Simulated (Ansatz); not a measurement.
# How K2CdSe2O6 absorbs and reflects light

Wanted: where K2CdSe2O6 starts to absorb, how strongly, and its refractive index.

Main program and level: Ansatz 0.2.0; DFT, PBE, plane-wave PAW, default files, scalar-relativistic, independent-particle optical response without local fields.

## 1. The structure

Symmetry: R-3m, No. 166, trigonal system. Conventional cell: a = 5.698 Å, b = 5.698 Å, c = 18.949 Å, α = 90.00°, β = 90.00°, γ = 120.00°. Nearest to Cd lie 6 O at 2.32 Å. Nearest to Se lie 3 O at 1.69 Å. Nearest to K lie 9 O at 2.82 to 3.05 Å. Nearest to O lie 1 Se at 1.69 Å and 1 Cd at 2.32 Å and 3 K at 2.82 to 3.05 Å. Farther neighbours and most contacts between anions are not listed.

## 2. Ground state and bands

The self-consistent density comes first; it also tells whether there is a gap, which decides the occupations and the need for a Drude term.

This step: DFT, PBE, plane-wave PAW, default files, scalar-relativistic, ground state (Ansatz 0.2.0).

The input, input.yaml:

```yaml
crystal:
  lattice:
    - [2.84875, 1.6447265794, 6.3162]
    - [-2.84875, 1.6447265794, 6.3162]
    - [0.0, -3.2894531587, 6.3162]
  atoms:
    - { symbol: Cd, position: [0.0, 0.0, 0.0] }
    - { symbol: Se, position: [0.3760333333, 0.3760333333, 0.3760333333] }
    - { symbol: Se, position: [0.6239666667, 0.6239666667, 0.6239666667] }
    - { symbol: K, position: [0.1960733333, 0.1960733333, 0.1960733333] }
    - { symbol: K, position: [0.8039266667, 0.8039266667, 0.8039266667] }
    - { symbol: O, position: [0.25804, 0.25804, 0.72374] }
    - { symbol: O, position: [0.72374, 0.25804, 0.25804] }
    - { symbol: O, position: [0.25804, 0.72374, 0.25804] }
    - { symbol: O, position: [0.27626, 0.74196, 0.74196] }
    - { symbol: O, position: [0.74196, 0.74196, 0.27626] }
    - { symbol: O, position: [0.74196, 0.27626, 0.74196] }
kpoints:
  mp_grid: { grid: [5, 5, 5] }
  band_path:
    path:
      - [[0.0, 0.0, 0.0], [0.5, 0.0, 0.0], [0.5, 0.21187145, -0.21187145]]
      - [[0.78812855, 0.5, 0.21187145], [0.5, 0.5, 0.5], [0.0, 0.0, 0.0], [0.35593573, 0.0, -0.35593573]]
      - [[0.64406427, 0.35593573, 0.0], [0.5, 0.5, 0.0], [0.64406427, 0.64406427, 0.21187145], [0.5, 0.5, 0.5]]
      - [[0.5, 0.0, 0.0], [0.78812855, 0.35593573, 0.35593573]]
    npoints: 6
scf:
  occupations: { method: fermi_dirac, width: 0.05 }
  n_extra_bands: 15
hamiltonian:
  xc: pbe
  pseudopotentials: { kind: paw }
output:
  forces: true
  stress: true
  populations: true
  write_bands: true
```

On the command line:

```console
$ ansatz run input.yaml --threads 4 --pin off --max-ram 8192MiB --backend cpu --events-out ev --progress --plain --runs-dir out
```

The runs that follow: spectrum; static response with local fields. Settings of the main run: response mesh 6×6×6, line width 0.1 eV, cutoff 420 eV, fixed occupations.

Before running: what should come out for the gap on the path; least direct gap on the path; and electronic dielectric constant ε∞, mean over x, y and z?

Light drives vertical transitions, so the absorption sets in only above the least direct gap, 4.19 eV, apart from the broadening. At this level (PBE, independent particles) K2CdSe2O6 has a mean ε∞ = 3.57 (3.14 with local fields) and n = 1.95 at 1550 nm (E ∥ x); absorption sets in near 4.3 eV, and Im ε peaks at 7.3 eV (E ∥ x). The gap is indirect (3.85 eV), so absorption without phonons can begin only at the direct gap of 4.19 eV.

* gap on the path: 3.85 eV
* least direct gap on the path: 4.19 eV
* electronic dielectric constant ε∞, mean over x, y and z (by symmetry where fewer were run) (independent particles): 3.57
* absorption onset, first axis (α over 10⁴ cm⁻¹, or the direct gap if that lies higher): 4.27 eV
* main peak of Im epsilon, first axis: 7.28 eV
* electronic dielectric constant ε∞, mean over x, y and z (by symmetry where fewer were run) (static response with local fields): 3.14

The absorption coefficient passes 10⁴ cm⁻¹ at 4.27 eV, in the ultraviolet, so the visible is passed. Distinct maxima of Im ε, read by a parabola through the highest points, lie at 5.23 eV (5.1), 6.47 eV (3.7), 7.28 eV (5.4) and 8.85 eV (4.1) for E ∥ x or y. The static values by axis are 3.79 (xy), 3.15 (z). The f-sum over the summed bands holds 45.3 of the cell's 106 electrons outside the frozen cores, 56 of which lie in bands more than 12 eV below the Fermi level, whose transitions come at higher energies. Up to 14 eV the strength has a mean oscillator energy of 8.1 eV, and these transitions give 76 % of ε∞ − 1 along x; the rest comes from higher ones. Through 1 µm of it, D65 light comes out colourless (x = 0.314, y = 0.330; 81 % transmitted). At 1064 nm the birefringence n(z) − n(x) is -0.178: the crystal is uniaxial negative at this level. In the base spectrum excitons and phonon-assisted transitions are missing, and so are local fields; PBE gaps are as a rule too small, which pulls the onset down and ε∞ up. In the base run ε includes the program's bounded estimate of what the bands above those summed add.

[Logs are printed without paths, hosts, clocks, repeated set-up lines and the standing remarks that a program may print on its own settings, such as how far it seeks lower states.]

[Hosts, paths, dates, database ids (printed as entryN), source tags and the programs' standing remarks are cut or masked in the printed files.]
